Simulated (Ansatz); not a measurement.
The compound is NaVS2 (P-3m1).

```cif
data_structure
_symmetry_space_group_name_H-M 'P 1'
_symmetry_Int_Tables_number 1
_cell_length_a 3.5492
_cell_length_b 3.5492
_cell_length_c 6.6880
_cell_angle_alpha 90.000
_cell_angle_beta 90.000
_cell_angle_gamma 120.000
_cell_volume 72.96
loop_
_atom_site_label
_atom_site_type_symbol
_atom_site_fract_x
_atom_site_fract_y
_atom_site_fract_z
_atom_site_occupancy
Na1 Na 0.00000 0.00000 0.50000 1
V2 V 0.00000 0.00000 0.00000 1
S3 S 0.66667 0.33333 0.79796 1
S4 S 0.33333 0.66667 0.20204 1
```

The cell and positions are those that the Materials Project relaxed with its own functionals (PBE, PBE+U or r2SCAN), kept fixed. PAW set soft_2, made with PBE.

A constrained-RPA run (Ansatz 0.2.0; non-magnetic LDA; V t2g, bands v1 to c2, 6×6×4 mesh, medium accuracy) builds 3 functions on bands 1.5 eV wide, with 2.0 electrons in the window. The bare on-site interaction is 14.2 eV and the bare J 0.49 eV.

**Question.** What U and J survive the screening?

On the V t2g shell, U = 2.23 eV (16 % of the bare value), U′ = 1.51 eV, J = 0.35 eV.

The parent state is non-magnetic and the interaction static (zero frequency); U depends on the window and the orbitals, so it belongs to this model alone.

[Paths, hosts, dates, memory and timing lines, banners, echoed tables and standing remarks are left out of the program output.]

[Logs are printed without paths, hosts, clocks, repeated set-up lines and the standing remarks that a program may print on its own settings, such as how far it seeks lower states.]

[Runs of the session that timed out or met a known fault of the program may be left out.]

[Hosts, paths, dates, database ids (printed as entryN), source tags and the programs' standing remarks are cut or masked in the printed files.]
